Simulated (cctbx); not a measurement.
# CeTi2Pt2: solution and refinement

Cell a = 4.2020 Å, b = 4.2020 Å, c = 9.8100 Å, α = 90.00°, β = 90.00°, γ = 90.00°; space group I4/mmm (no. 139); content Pt4 Ce2 Ti4.

Simulated single-crystal data (cctbx): Ga Kα, λ = 1.3414 Å, to d = 0.8 Å, 95 % of the full sphere, strongest reflection 40000 counts, noise from counting, a 6 % proportional error and a noise floor of 4 counts (s.d.); no absorption.

1 earlier start (other random phases, and plain and normalised amplitudes in turn) led nowhere (symmetry correlation 0.89).

Charge flipping in P1 on normalised amplitudes to 0.9 Å, δ = 1.1 σ, 20 % of the reflections treated as weak, 600 cycles:

```text
cycle      R  skewness
    0  0.469     0.44
   50  0.198     3.32
  100  0.199     3.30
  150  0.205     3.28
  200  0.196     3.22
  250  0.201     3.28
  300  0.188     3.15
  350  0.180     3.10
  400  0.204     3.16
  450  0.217     3.10
  500  0.199     3.10
  550  0.215     3.31
origin shift          correlation  skewness
 0.011  0.137  0.206      0.848      3.30
 0.012  0.638  0.206      0.849      3.14
 0.012  0.138  0.456      0.848      2.98
 0.011  0.636  0.456      0.846      3.73
taken: symmetry correlation 0.846, skewness 3.73
peak      x       y       z  mult  height/sigma
Q1    0.0000  0.0000  0.5000    2     12.5
Q2    0.0000  0.5000  0.2500    4      9.2
Q3    0.0000  0.0000  0.0000    2      5.0
Q4    0.0000  0.0000  0.1491    4      3.6
Q5    0.1449  0.1449  0.3999   16      1.3
Q6    0.0000  0.2615  0.0552   16      1.3
Q7    0.0000  0.2739  0.4409   16      1.2
Q8    0.2620  0.2620  0.0000    8      0.9
```

The origin is taken among those within 0.04 of the best correlation, by the skewness of the map.

It took 0.37 s on 1 thread of Arm Neoverse V2, on a shared host, peak memory 0.07 GiB.

**Question.** Which peaks are atoms, and which elements?

Heights follow Z only loosely here, so the multiplicities, which must add up to the content, decide. First model: Q1 = Ce1 (2 in the cell, height 12.5), Q2 = Pt1 (4 in the cell, height 9.2) and Q4 = Ti1 (4 in the cell, height 3.6). Against the true structure, Q1 is Ce, Q2 is Pt and Q4 is Ti; the other peaks are not atoms.

Least squares on F², isotropic:

```text
Rint 0.047, 72 unique reflections to 0.81 A
cycle     R1     wR2    GooF  max shift (A)
   1  0.1190  0.4025  17.158   0.17706
   2  0.0103  0.0212   0.906   0.00007
final R1 0.0103 wR2 0.0212 GooF 0.906  parameters 4  data/parameter 18.0
atom        x        y        z      Ueq    occ   su(xyz)  su(Uiso or U11)
Ce1    0.00000  0.00000  0.50000   0.0138  1.000  0.00000  0.0002
Pt1    0.00000  0.50000  0.25000   0.0130  1.000  0.00000  0.0002
Ti1    0.00000  0.00000  0.13104   0.0182  1.000  0.00012  0.0003
difference map: max 0.56 min -0.62 rms 0.20
Q1    0.0000  0.0000  0.3176    4    0.56  1.79 A from Ce1
Q2    0.0000  0.0000  0.3900    4    0.53  1.08 A from Ce1
Q3    0.0000  0.3542  0.3308   16    0.52  1.00 A from Pt1
Q4    0.0853  0.0853  0.1498   16    0.48  0.54 A from Ti1
Q5    0.0000  0.5000  0.0794    8    0.35  1.67 A from Pt1
```

Anisotropic refinement:

```text
Rint 0.047, 72 unique reflections to 0.81 A
cycle     R1     wR2    GooF  max shift (A)
   1  0.0103  0.0213   0.928   0.00012
   2  0.0102  0.0201   0.877   0.00000
final R1 0.0102 wR2 0.0201 GooF 0.877  parameters 7  data/parameter 10.3
atom        x        y        z      Ueq    occ   su(xyz)  su(Uiso or U11)
Ce1    0.00000  0.00000  0.50000   0.0138  1.000  0.00000  0.0002
Pt1    0.00000  0.50000  0.25000   0.0130  1.000  0.00000  0.0002
Ti1    0.00000  0.00000  0.13103   0.0182  1.000  0.00012  0.0003
difference map: max 0.54 min -0.61 rms 0.20
Q1    0.0000  0.0000  0.3166    4    0.55  1.80 A from Ce1
Q2    0.0000  0.3525  0.3306   16    0.53  1.00 A from Pt1
Q3    0.0000  0.0000  0.3840    4    0.51  1.14 A from Ce1
Q4    0.0000  0.0000  0.1068    4    0.46  0.24 A from Ti1
Q5    0.0871  0.0871  0.1685   16    0.44  0.63 A from Ti1
Q6    0.0000  0.5000  0.0796    8    0.35  1.67 A from Pt1
```

**Reading.** The refinement ends at R1 = 0.0102, wR2 = 0.0201, GooF = 0.88, with difference density between -0.61 and 0.54 e/Å³. Every site matches the true model in element, within 0.001 Å r.m.s., up to an allowed shift of origin.

True model:

```csv
atom,mult.,x,y,z,Ueq (Å²)
Pt1,4,0,1/2,1/4,0.0131
Ce1,2,0,0,0,0.0139
Ti1,4,1/2,1/2,0.1310,0.0185
```

The model is made up (kin elements in a known structure type, no relaxation), so it says nothing on whether the phase exists.

[Middle refinement cycles are left out of these outputs.]

[Logs are printed without paths, hosts, clocks, repeated set-up lines and the standing remarks that a program may print on its own settings, such as how far it seeks lower states.]
